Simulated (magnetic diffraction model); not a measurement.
**Ce₂ZnCd₄ below its ordering temperature**

Space group P4_2/mnm (no. 136), a = 8.2360 Å, c = 4.3660 Å.

```
site  atom       x       y    z
  4f    Ce  0.7763  0.2237  1/2
  8i    Cd  0.4109  0.8436    0
  2a    Zn     1/2     1/2  1/2
```

This is a made-up structure (elements placed in a structure type, unrelaxed), so the numbers test the method and describe no known phase.

Only Ce is taken to order (form factors of Ce3+); orders and moment sizes are assumed, and not adapted to the symmetry. Radiation: neutrons of λ = 2.41 Å (absorption by Cd left out), 3° to 70°; isotropic B of 0.59 Å² (Ce), 0.54 Å² (Cd) and 0.74 Å² (Zn). Simulated constant-wavelength pattern: nuclear and magnetic terms add, the magnetic one as |2.695 fm × Σ f S⊥ exp(2πi Q·r) exp(−B s²)|², summed over all Q at one angle with the factor 1/(sin²θ cos θ). For a modulated order the moment at position r is S exp(−2πi k·r) + c.c., with S = m/2 for a sine wave of amplitude m and S = m(u + iv)/2 for moments turning in a plane, u and v being orthogonal unit vectors in it; the phase factor of the sum at Q = H + k is then exp(2πi H·r). Free-ion form factors, Sears's scattering lengths of 1992, no absorption; a label names one of the reflections at its angle. The strongest nuclear line in the range is 100, and lines under 0.2 are left out.

Above the ordering temperature:

```csv
2θ (°),index,I
23.88,(1 1 0),5.2
34.03,(2 0 0),2.3
36.41,(1 0 1),0.7
40.36,(1 1 1),0.2
48.89,(2 2 0),16.1
50.69,(2 1 1),79.7
55.12,(3 1 0),39.6
59.66,(2 2 1),55.9
62.46,(3 0 1),0.5
63.68,(3 2 0),3.5
65.19,(3 1 1),100.0
67.01,(0 0 2),47.7
```

Below it (cell unchanged):

```csv
2θ (°),I
17.64,19.6
23.88,5.2
24.48,0.5
31.64,9.2
34.03,2.3
34.46,0.5
36.04,0.3
36.41,0.7
38.58,6.5
40.36,0.2
41.42,5.6
43.70,0.4
45.01,0.2
47.15,5.5
48.89,16.1
49.21,0.4
50.69,79.7
51.58,0.3
52.38,1.5
54.65,4.5
55.12,39.6
55.41,0.8
56.52,0.4
59.41,1.4
59.66,55.9
62.22,0.8
62.46,0.5
63.25,0.3
63.57,2.3
63.68,3.5
63.95,1.8
65.19,100.0
65.96,1.2
67.01,47.7
68.62,0.7
```

**Question.** Find the propagation vector, then choose among these models:
A. moments turning in the plane of [001] and [100], 1.7 μB on Ce; signs + at (0.7763, 0.2237, 1/2), − at (0.7237, 0.7237, 0), − at (0.2237, 0.7763, 1/2), + at (0.2763, 0.2763, 0)
B. a sine wave with moments along [001] (amplitudes given), 1.7 μB on Ce; signs + at (0.7763, 0.2237, 1/2), − at (0.7237, 0.7237, 0), − at (0.2237, 0.7763, 1/2), + at (0.2763, 0.2763, 0)
C. moments turning in the plane of [100] and [010], 1.7 μB on Ce; signs + at (0.7763, 0.2237, 1/2), − at (0.7237, 0.7237, 0), − at (0.2237, 0.7763, 1/2), + at (0.2763, 0.2763, 0)
D. a sine wave with moments along [010] (amplitudes given), 1.7 μB on Ce; signs + at (0.7763, 0.2237, 1/2), − at (0.7237, 0.7237, 0), − at (0.2237, 0.7763, 1/2), + at (0.2763, 0.2763, 0)

The new lines index as (0 1 1/6) at 17.64°, (1 1 1/6) at 24.48°, (1 0 5/6) at 31.64° and (2 0 1/6) at 34.46°, that is as H ± k with k = (0 0 1/6). Satellites come in pairs about each point of the reciprocal lattice.

Magnetic intensity, observed (below minus above) and for each model:

| 2θ (°) | index | observed | A | B | C | D |
| --- | --- | --- | --- | --- | --- | --- |
| 17.64 | (0 1 1/6) | 19.6 | 34.3 | 16.3 | 19.6 | 1.6 |
| 31.64 | (1 0 5/6) | 9.2 | 5.4 | 1.6 | 9.2 | 5.4 |
| 38.58 | (2 1 1/6) | 6.5 | 7.6 | 6.2 | 6.5 | 5.1 |
| 41.42 | (1 0 7/6) | 5.6 | 3.0 | 0.5 | 5.6 | 3.0 |
| 47.15 | (1 2 5/6) | 5.5 | 6.3 | 2.8 | 5.5 | 1.9 |
| 52.38 | (0 3 1/6) | 1.5 | 2.9 | 1.4 | 1.5 | <0.2 |
| 54.65 | (1 2 7/6) | 4.5 | 4.2 | 1.5 | 4.5 | 1.8 |
| 63.95 | (3 2 1/6) | 1.8 | 2.9 | 1.7 | 1.8 | 0.6 |

Model C matches.

The structure used: k = (0 0 1/6), moments turning in the plane of [100] and [010], 1.7 μB on Ce; signs + at (0.7763, 0.2237, 1/2), − at (0.7237, 0.7237, 0), − at (0.2237, 0.7763, 1/2), + at (0.2763, 0.2763, 0).

[Logs are printed without paths, hosts, clocks, repeated set-up lines and the standing remarks that a program may print on its own settings, such as how far it seeks lower states.]
